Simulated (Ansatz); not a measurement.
**WS2 (Tungstenite): the PBE gap against the k mesh of the density**

Wanted: the cheapest k mesh of the density that holds the PBE gap of WS2 (Tungstenite).

Program: Ansatz 0.2.0. Level of theory: DFT, PBE, plane waves, PAW. Results are calculated unless marked as measured.

### 1. The starting structure

The structure is hexagonal, space group P6_3/mmc (No. 194). Conventional cell: a = 3.153 Å, b = 3.153 Å, c = 12.323 Å, α = 90.00°, β = 90.00°, γ = 120.00°. W has 6 S at 2.40 Å nearest. S has 3 W at 2.40 Å nearest. Farther neighbours and most contacts between anions are not listed.

The cell and positions come from the Crystallography Open Database and are kept as given unless a step says otherwise. Spin-orbit coupling is left out unless a step names it. The default PAW set here is soft_2. Its files were made with PBE.

### 2. k mesh of the density: 3×3×1

Contents of input.yaml:

```yaml
crystal:
  lattice:
    - [3.1532, 0.0, 0.0]
    - [-1.5766, 2.7307513032, 0.0]
    - [0.0, 0.0, 12.323]
  atoms:
    - { symbol: W, position: [0.3333333333, 0.6666666667, 0.25] }
    - { symbol: W, position: [0.6666666667, 0.3333333333, 0.75] }
    - { symbol: S, position: [0.3333333333, 0.6666666667, 0.6225] }
    - { symbol: S, position: [0.6666666667, 0.3333333333, 0.1225] }
    - { symbol: S, position: [0.3333333333, 0.6666666667, 0.8775] }
    - { symbol: S, position: [0.6666666667, 0.3333333333, 0.3775] }
kpoints:
  mp_grid: { grid: [3, 3, 1] }
  band_path:
    path:
      - [0.0, 0.0, 0.0]
      - [0.5, 0.0, 0.0]
      - [0.33333333, 0.33333333, 0.0]
      - [0.0, 0.0, 0.5]
      - [0.5, 0.0, 0.5]
      - [0.33333333, 0.33333333, 0.5]
      - [0.1666666667, 0.1666666667, 0.0]
    npoints: 1
hamiltonian:
  xc: pbe
scf:
  occupations: { method: fixed }
  n_extra_bands: 6
output:
  eigenvalues: true
  forces: true
  stress: true
```

Command:

```
$ ansatz run input.yaml --threads 2 --pin off --max-ram 92160MiB --backend cuda --events-out ev --progress --plain --runs-dir out --devices 1 --max-vram 13GiB  # rebuilt from the run's record
```

Numbers of over 12 decimals in the logs are rounded to 6 here.

The log of the run:

```text
scf.n_extra_bands = 6 over 26 filled bands (N_el = 52.0): the run solves 32 bands
GPUs: using 1 of 1 available (devices: 1).
Engine: ansatz 0.2.0, x86_64-unknown-linux-gnu
Pseudopotentials: kind: paw
Pseudopotential: W, paw, valence charge 14, recommended cutoff 420 eV (normal), W.paw.azcp
Pseudopotential: S, paw, valence charge 6, recommended cutoff 420 eV (normal), S.paw.azcp
Functional definition: PBE
  parameter kappa = 0.804
  parameter beta = 0.066725
  exchange = pbe_x(kappa = kappa, mu = beta*pi^2/3)
  correlation = pbe_c(beta = beta)
device memory: the entry about to start is reckoned to put 1.7 GiB on a device that reports 62.9 GiB free (of which the cap on the GPU budget leaves the run 13.0 GiB)
GPU FFT provider: cuFFT
GPU libraries: cuBLAS 13.8.2, cuFFT 12.4.0, cuSOLVER 12.3.4
Crystal: 6 atoms, lattice volume = 106.108 Å³
Basis set: ecut = 420 eV, 2057 PW (Γ), exchange–correlation on 48×48×180 points (8 copies of the dense FFT grid, shifted against one another)
Bands: 32, of which v1, the nominal top of the filled ones, is band 26 counted from 1 (25 counted from 0)
Symmetry: 24 space group operations
Space group: P63/mmc (ITA 194), of the structure as read, at distance tolerance 4.7e-5 Å
k-points: 3 of 9
Non-local potential: W, projectors of the file, l = 0: 3, l = 1: 2, l = 2: 2, l = 3: 1
Non-local potential: S, projectors of the file, l = 0: 2, l = 1: 2, l = 2: 2
PAW form: soft (Blöchl's): semilocal exchange-correlation on the pseudo side does not see the compensation charge
PAW one-centre angular grid: W, 590 points (default); XC on 64 Gauss nodes
PAW one-centre angular grid: S, 110 points (default); XC on 64 Gauss nodes
Initial density: superposition of atomic densities (neutral atoms: chi_scale 0, normalization atom), corrected by the library's trained network
Initial wavefunctions: pseudopotential atomic-orbital guess
GPU buffer pool allocated for 51840 grid points (all kernels)
GPU transforms: local potential and band sums: pruned to the plane-wave sphere, on 24×24×81
Functional: x = pbe(κ = 0.804, μ = 0.219515), c = pbe(β = 0.066725)
SCF iter   1: F=—  HF=-24382.604435 eV  |F-HF|=—  |Δ(HF+E_count)|=         —  Δρ=8.48e-3  dr2=1.01e-1  ethr=1.77e-3  ⟨swp⟩=5.0  Hψ=387  notcnv=0  defer=8
preconditioner: auto → Resta (q_TF=auto, 2.423 Å⁻¹)  ε∞=7.5  [insulator: Δε(μ)=1.286 eV  Ē_g=8.457 eV  n_scr=26 (ndim 8)  ℏωp=21.6 eV  f_vac=0.016  ε∞_Penn≈7.5]
SCF iter   2: F=—  HF=-24382.594288 eV  |F-HF|=—  |Δ(HF+E_count)|=   1.01e-2  Δρ=3.83e-3  dr2=7.37e-3  ethr=1.95e-4  ⟨swp⟩=2.3  Hψ=140  notcnv=0  defer=10
SCF iter   3: F=—  HF=-24382.596188 eV  |F-HF|=—  |Δ(HF+E_count)|=   1.90e-3  Δρ=2.01e-3  dr2=1.93e-3  ethr=1.42e-5  ⟨swp⟩=2.0  Hψ=117  notcnv=0  defer=12
SCF iter   4: F=—  HF=-24382.597390 eV  |F-HF|=—  |Δ(HF+E_count)|=   1.20e-3  Δρ=2.10e-4  dr2=5.12e-5  ethr=3.71e-6  ⟨swp⟩=2.0  Hψ=141  notcnv=0  defer=12
SCF iter   5: F=—  HF=-24382.597660 eV  |F-HF|=—  |Δ(HF+E_count)|=   2.70e-4  Δρ=4.05e-5  dr2=1.93e-6  ethr=9.84e-8  ⟨swp⟩=2.0  Hψ=140  notcnv=0  defer=3
SCF iter   6: F=—  HF=-24382.597662 eV  |F-HF|=—  |Δ(HF+E_count)|=   1.81e-6  Δρ=1.18e-5  dr2=2.59e-7  ethr=3.72e-9  ⟨swp⟩=2.0  Hψ=146  notcnv=0  defer=3
SCF iter   7: F=-24382.597662 eV  HF=-24382.597662 eV  |F-HF|=1.58e-8  |Δ(HF+E_count)|=   3.74e-7  Δρ=2.88e-6  dr2=1.35e-8  ethr=1.92e-10  ⟨swp⟩=9.7  Hψ=459  notcnv=0
SCF 1 converged in 7 iterations: F = -24382.597662 eV  dr2 = 1.35e-8
[...]
device memory: the entry about to start is reckoned to put 1.1 GiB on a device that reports 58.6 GiB free (of which the cap on the GPU budget leaves the run 13.0 GiB)
NSCF: frozen V_eff on 7 k-points
SCF converged after 7 iterations
Free energy (F): -24382.597662 eV
Harris-Foulkes:  -24382.597662 eV  (|F-HF|=1.58e-8)
Internal energy: -24382.597662 eV  (E = F + TS)
E sigma→0 (E₀):  -24382.597662 eV
Fermi energy:    11.778193 eV
--- Per-component energies (eV) ---
  E_band       = -367.997426
  E_kinetic    = 1335.670193
  E_local      = -3496.724974  (includes V_loc(G=0)·N_el)
  E_nonlocal   = 115.161002
  E_hartree    = 1389.925660
  E_xc         = -925.310090
  E_vxc        = -831.431004  (∫ρ·V_xc dr)
  E_paw        = -19526.554387  (= ΣΔE_a)
  E_vpaw       = -270.528755  (= ΣTr[D̂ρ^β])
  E_aug_tail   = -0.000124  (compensation charges beyond the density's cutoff)
  E_ewald      = -3274.764942
  E_smearing   = -0.000000  (= −TS)
  E_closure    = 0.000000  (closes the sum)
  Σ components = -24382.597662   (vs F -24382.597662, Δ=0.00e0)
--- Forces (eV/Å), atoms counted from 1 ---
  atom   1  W     -0.00000000    -0.00000000     0.00000000
  atom   2  W     -0.00000000     0.00000000    -0.00000000
  atom   3  S     -0.00000000    -0.00000000     0.14569293
  atom   4  S      0.00000000     0.00000000     0.14569293
  atom   5  S     -0.00000000    -0.00000000    -0.14569293
  atom   6  S      0.00000000     0.00000000    -0.14569293
  max |Σ_I F_I| component: 2.78e-17 eV/Å
--- Stress (GPa, compression-positive) ---
        5.199353      -0.000000      -0.000000
        0.000000       5.199353       0.000000
       -0.000000       0.000000       3.715494
  P = ⅓ Tr σ = 4.7047 GPa (47.047 kbar)
--- Band table (eV) ---
  k-point 0: bands = [... 22 lower, 9.6041, 10.2515, 10.5603, 11.7782, 14.1028, 14.1028, 14.1121, 14.1121, ... 2 higher]
  k-point 1: bands = [... 22 lower, 9.5262, 9.6579, 9.7730, 10.0618, 13.4672, 13.7653, 13.9289, 14.2452, ... 2 higher]
  k-point 2: bands = [... 22 lower, 8.8349, 8.8349, 11.0979, 11.3063, 13.1283, 13.1283, 13.8303, 15.0723, ... 2 higher]
```

Elapsed: 4 s, on 1 × NVIDIA H100 80GB HBM3 (shared by 6 runs) with 2 threads of AMD EPYC 7R13 (Zen 3), shared host; peak memory 0.95 GiB.

In the SCF lines HF is the Harris–Foulkes energy and dr2 the Hartree energy of the density residual, in eV; the loop may stop once dr2 is under the threshold and the program's other checks hold. Hψ counts applications of the Hamiltonian.

This step gave:

```
pressure             : 4.705 GPa
gap                  : 1.002 eV
valence top at       : Γ
conduction bottom at : k = (0.167, 0.167, 0.000)
least direct gap     : 1.822 eV
```

The gap is indirect, with the least direct gap 0.82 eV higher.

### 3. k mesh of the density: 6×6×2

Changes to input.yaml since step 2:

```diff
@@ -13,3 +13,3 @@
 kpoints:
-  mp_grid: { grid: [3, 3, 1] }
+  mp_grid: { grid: [6, 6, 2] }
   band_path:
@@ -33 +33,5 @@
   stress: true
+  write_density: true
+  write_potential: true
+  elf: true
+  volumetric_format: npy
```

The log of the run:

```text
[...]
GPUs: using 1 of 1 available (devices: 1).
[...]
GPU FFT provider: cuFFT
GPU libraries: cuBLAS 13.8.2, cuFFT 12.4.0, cuSOLVER 12.3.4
Crystal: 6 atoms, lattice volume = 106.108 Å³
Basis set: ecut = 420 eV, 2057 PW (Γ), exchange–correlation on 48×48×180 points (8 copies of the dense FFT grid, shifted against one another)
[...]
k-point 0: bands = [... 22 lower, 9.5825, 10.2596, 10.5463, 11.7724, 14.0831, 14.0831, 14.0936, 14.0936, ... 2 higher]
  k-point 1: bands = [... 22 lower, 9.5557, 9.5557, 11.4543, 11.4543, 14.0758, 14.0758, 14.0758, 14.0758, ... 2 higher]
  k-point 2: bands = [... 22 lower, 9.4496, 10.3110, 10.5109, 10.9318, 13.3422, 13.7797, 13.9391, 14.0159, ... 2 higher]
  k-point 13: bands = [... 22 lower, 8.6637, 8.6637, 11.1204, 11.1204, 13.0734, 13.0734, 14.3557, 14.3557, ... 2 higher]
[key lines of the parts left out:]
SCF converged after 6 iterations
Free energy (F): -24382.740024 eV
Fermi energy:    11.772360 eV
P = ⅓ Tr σ = 4.3727 GPa (43.727 kbar)
```

It took 5.1 s on 1 × NVIDIA H100 80GB HBM3 (shared by 6 runs) with 2 threads; peak memory 0.94 GiB; 4.8 s of CPU time.

This step gave:

```
pressure             : 4.373 GPa
gap                  : 0.9775 eV
valence top at       : Γ
conduction bottom at : k = (0.167, 0.167, 0.000)
least direct gap     : 1.837 eV
```

The gap is 0.977 eV, −0.025 eV from the run before at this level.

### 4. k mesh of the density: 12×12×2 (the default)

input.yaml, the sections that differ from step 3:

```yaml
kpoints:
  mp_grid: { grid: [12, 12, 2] }
  band_path:
    path:
      - [[0.0, 0.0, 0.0], [0.5, 0.0, 0.0], [0.33333333, 0.33333333, 0.0], [0.0, 0.0, 0.0], [0.0, 0.0, 0.5], [0.5, 0.0, 0.5], [0.33333333, 0.33333333, 0.5], [0.0, 0.0, 0.5]]
      - [[0.5, 0.0, 0.5], [0.5, 0.0, 0.0]]
      - [[0.33333333, 0.33333333, 0.5], [0.33333333, 0.33333333, 0.0]]
    npoints: 10
scf:
  occupations: { method: fermi_dirac, width: 0.02 }
  n_extra_bands: 6
# crystal, hamiltonian, output: as in step 3
```

The log of the run:

```text
[...]
GPUs: using 1 of 1 available (devices: 1).
[...]
GPU FFT provider: cuFFT
GPU libraries: cuBLAS 13.8.2, cuFFT 12.4.0, cuSOLVER 12.3.4
Crystal: 6 atoms, lattice volume = 106.108 Å³
Basis set: ecut = 420 eV, 2057 PW (Γ), exchange–correlation on 48×48×180 points (8 copies of the dense FFT grid, shifted against one another)
[...]
k-point 0: bands = [... 22 lower, 9.5826, 10.2601, 10.5466, 11.7729, 14.0830, 14.0830, 14.0935, 14.0935, ... 2 higher]
  k-point 1: bands = [... 22 lower, 9.5558, 9.5558, 11.4548, 11.4548, 14.0756, 14.0756, 14.0756, 14.0756, ... 2 higher]
  k-point 2: bands = [... 22 lower, 9.5850, 10.4290, 10.5611, 11.5473, 13.9545, 13.9825, 14.0176, 14.0424, ... 2 higher]
  k-point 37: bands = [... 22 lower, 8.6639, 8.6639, 11.1187, 11.1187, 13.0733, 13.0733, 14.3555, 14.3555, ... 2 higher]
[key lines of the parts left out:]
SCF converged after 6 iterations
Free energy (F): -24382.743549 eV
Fermi energy:    12.243056 eV
P = ⅓ Tr σ = 4.3682 GPa (43.682 kbar)
```

It took 6.5 s on 1 × NVIDIA H100 80GB HBM3 (shared by 6 runs) with 2 threads; peak memory 0.98 GiB; 3.9 s of CPU time.

Numbers from this step:

```
pressure             : 4.368 GPa
gap                  : 0.9762 eV
valence top at       : Γ
conduction bottom at : k = (0.167, 0.167, 0.000)
least direct gap     : 1.839 eV
```

The gap is 0.976 eV, −0.001 eV from the run before at this level.

### 5. k mesh of the density: 12×12×4

input.yaml, the sections that differ from step 4:

```yaml
kpoints:
  mp_grid: { grid: [12, 12, 4] }
  band_path:
    path:
      - [0.0, 0.0, 0.0]
      - [0.5, 0.0, 0.0]
      - [0.33333333, 0.33333333, 0.0]
      - [0.0, 0.0, 0.5]
      - [0.5, 0.0, 0.5]
      - [0.33333333, 0.33333333, 0.5]
      - [0.1666666667, 0.1666666667, 0.0]
    npoints: 1
scf:
  occupations: { method: fixed }
  n_extra_bands: 6
output:
  eigenvalues: true
  forces: true
  stress: true
# crystal, hamiltonian: as in step 4
```

The log of the run:

```text
[...]
GPUs: using 1 of 1 available (devices: 1).
[...]
GPU FFT provider: cuFFT
GPU libraries: cuBLAS 13.8.2, cuFFT 12.4.0, cuSOLVER 12.3.4
Crystal: 6 atoms, lattice volume = 106.108 Å³
Basis set: ecut = 420 eV, 2057 PW (Γ), exchange–correlation on 48×48×180 points (8 copies of the dense FFT grid, shifted against one another)
[...]
k-point 0: bands = [... 22 lower, 9.5826, 10.2600, 10.5466, 11.7728, 14.0830, 14.0830, 14.0935, 14.0935, ... 2 higher]
  k-point 1: bands = [... 22 lower, 9.5747, 9.6449, 11.0312, 11.6962, 14.0800, 14.0800, 14.0802, 14.0802, ... 2 higher]
  k-point 2: bands = [... 22 lower, 9.5558, 9.5558, 11.4547, 11.4547, 14.0756, 14.0756, 14.0756, 14.0756, ... 2 higher]
  k-point 56: bands = [... 22 lower, 8.6639, 8.6639, 11.1187, 11.1187, 13.0733, 13.0733, 14.3555, 14.3555, ... 2 higher]
[key lines of the parts left out:]
SCF converged after 6 iterations
Free energy (F): -24382.743712 eV
Fermi energy:    11.772824 eV
P = ⅓ Tr σ = 4.3669 GPa (43.669 kbar)
```

Run time: 4.7 s. Hardware: 1 × NVIDIA H100 80GB HBM3 (shared by 6 runs) with 2 threads; peak memory 0.96 GiB.

This step gave:

| Item | Value |
| --- | --- |
| pressure | 4.367 GPa |
| gap | 0.9762 eV |
| valence top at | Γ |
| conduction bottom at | k = (0.167, 0.167, 0.000) |
| least direct gap | 1.839 eV |

The gap is 0.976 eV, as in the run before at this level.

### 6. The series

Differences are against the last row; a negative gap means that bands overlap, and a run with a band path holds that path's time. Times are wall times on 1 × NVIDIA H100 80GB HBM3 (shared by 6 runs) with 2 threads of AMD EPYC 7R13 (Zen 3), shared host, good to a factor of about two.

```tsv
k mesh of the density	gap (eV)	direct gap (eV)	gap error (eV)	energy error (meV/atom)	irreducible k	time
3×3×1	1.002	1.822	+0.026	+24.3	3	4 s
6×6×2	0.977	1.837	+0.001	+0.6	14	5.1 s
12×12×2	0.976	1.839	+0.000	+0.0	38	6.5 s
12×12×4	0.976	1.839	+0.000	+0.0	57	4.7 s
```

### 7. Results

```yaml
3x3x1: 1.002 eV
6x6x2: 0.977 eV
12x12x2: 0.976 eV
12x12x4: 0.976 eV
```

What this shows: The gap holds to 0.02 eV from 6×6×2 on. At 3×3×1 the gap is off by +0.026 eV and the energy by +24 meV/atom. The gap is read over the mesh and added points near the edges, so meshes differ mainly through the density and, for a hybrid, the exchange operator.

[Paths, hosts, dates, memory and timing lines, banners, echoed tables and standing remarks are left out of the program output.]

[Logs are printed without paths, hosts, clocks, repeated set-up lines and the standing remarks that a program may print on its own settings, such as how far it seeks lower states.]

[Runs of the session that timed out or met a known fault of the program may be left out.]

[Cells called generated may have been cut or substituted from an entry of the Crystallography Open Database or the Materials Project.]

[Hosts, paths, dates, database ids (printed as entryN), source tags and the programs' standing remarks are cut or masked in the printed files.]
